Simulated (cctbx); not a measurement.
## Accept or mend?

Cell a = 6.3250 Å, b = 6.3610 Å, c = 6.9760 Å, α = 89.35°, β = 63.88°, γ = 61.09°; space group P1 (no. 1).

Simulated single-crystal data (cctbx): synchrotron X-rays, λ = 0.6889 Å, to d = 0.8 Å, 95 % of the full sphere, strongest reflection 40000 counts, noise from counting, a 4 % proportional error and a noise floor of 2 counts (s.d.); no absorption.

An anisotropic refinement with weights 1/σ² prints:

```text
Rint 0.000, 199 unique reflections to 1.60 A
cycle     R1     wR2    GooF  max shift (A)
   1  0.0154  0.0405   1.253   0.02234
  12  0.0112  0.0283   0.873   0.00041
final R1 0.0112 wR2 0.0283 GooF 0.873  parameters 99  data/parameter 2.0
atom        x        y        z      Ueq    occ   su(xyz)  su(Uiso or U11)
Ru1    0.95550  0.52892  0.56676   0.0150  1.000  0.00096  0.0067
Ru2    0.31457  0.35865  0.01652   0.0207  1.000  0.00104  0.0043
S1     0.85431  0.94858  0.71815   0.0243  1.000  0.00279  0.0147
S2     0.55156  0.36088  0.22431   0.0158  1.000  0.00283  0.0129  NPD
S3     0.22648  0.18640  0.72291   0.0188  1.000  0.00221  0.0118
S4     0.86805  0.77496  0.22698   0.0160  1.000  0.00292  0.0114  NPD
S5     0.48347  0.56782  0.70248   0.0411  1.000  0.00279  0.0120
S6     0.13896  0.08744  0.22943   0.0214  1.000  0.00356  0.0120  NPD
Al1    0.67467  0.17065  0.47995   0.0288  1.000  0.00559  0.0153
Al2    0.01552  0.99282  0.95118   0.0133  1.000  0.00327  0.0157  NPD
Mg1    0.40865  0.80740  0.37066   0.0302  1.000  0.00387  0.0221  NPD
difference map: max 0.06 min -0.05 rms 0.02
Q1    0.5911  0.7252  0.8214    1    0.06  1.82 A from S5
Q2    0.8176  0.5895  0.1161    1    0.06  1.64 A from S4
Q3    0.4615  0.5470  0.0810    1    0.05  1.60 A from S2
Q4    0.9516  0.5917  0.3068    1    0.05  1.26 A from S4
Q5    0.8086  0.3500  0.5199    1    0.04  1.66 A from S5
Q6    0.6573  0.1589  0.7675    1    0.04  1.22 A from S1
```

Q: Accept it or mend it, and why?

Mend it. The fault: data cut at low resolution. Against the right model at the same level, R1 goes from 0.0184 to 0.0112 and GooF from 0.99 to 0.87 and S2, S4, S6, Al2 and Mg1 go non-positive-definite. The atoms are right, but there are too few data for the parameters: R1 flatters and the s.u.s grow. Data per parameter fall from 16.5 to 2.

The compound is MgAl2Ru2S6. The right model at the same level gives:

```text
Rint 0.000, 1635 unique reflections to 0.80 A
cycle     R1     wR2    GooF  max shift (A)
   1  0.0223  0.0641   1.286   0.00351
   2  0.0184  0.0493   0.989   0.00001
final R1 0.0184 wR2 0.0493 GooF 0.989  parameters 99  data/parameter 16.5
atom        x        y        z      Ueq    occ   su(xyz)  su(Uiso or U11)
Ru1    0.95588  0.52766  0.56699   0.0171  1.000  0.00005  0.0002
Ru2    0.31655  0.35749  0.01680   0.0216  1.000  0.00006  0.0002
S1     0.85139  0.95089  0.71610   0.0232  1.000  0.00022  0.0005
S2     0.55072  0.36183  0.22350   0.0197  1.000  0.00020  0.0005
S3     0.22392  0.19037  0.72241   0.0218  1.000  0.00022  0.0005
S4     0.86322  0.77916  0.22748   0.0240  1.000  0.00022  0.0005
S5     0.47900  0.57292  0.70395   0.0263  1.000  0.00023  0.0005
S6     0.13614  0.09117  0.22744   0.0208  1.000  0.00020  0.0005
Al1    0.67447  0.16647  0.47693   0.0248  1.000  0.00034  0.0007
Al2    0.02018  0.99253  0.95171   0.0220  1.000  0.00028  0.0006
Mg1    0.40435  0.80909  0.37277   0.0215  1.000  0.00030  0.0008
Flack x: 0.03(3)
Hooft y: 0.048(33)  Bijvoet pairs: 774
difference map: max 0.35 min -0.34 rms 0.09
Q1    0.8705  0.7423  0.9521    1    0.36  1.92 A from S4
Q2    0.8399  0.2162  0.0588    1    0.35  1.26 A from Al2
Q3    0.4396  0.6698  0.5058    1    0.33  1.29 A from Mg1
Q4    0.8789  0.0506  0.8288    1    0.32  1.14 A from S1
Q5    0.8137  0.4793  0.9737    1    0.30  2.15 A from S3
Q6    0.9652  0.2174  0.7540    1    0.29  1.47 A from S3
```

This is a model crystal, built by substitution and not relaxed, with assumed displacement parameters.

[Middle refinement cycles are left out of these outputs.]

[Logs are printed without paths, hosts, clocks, repeated set-up lines and the standing remarks that a program may print on its own settings, such as how far it seeks lower states.]
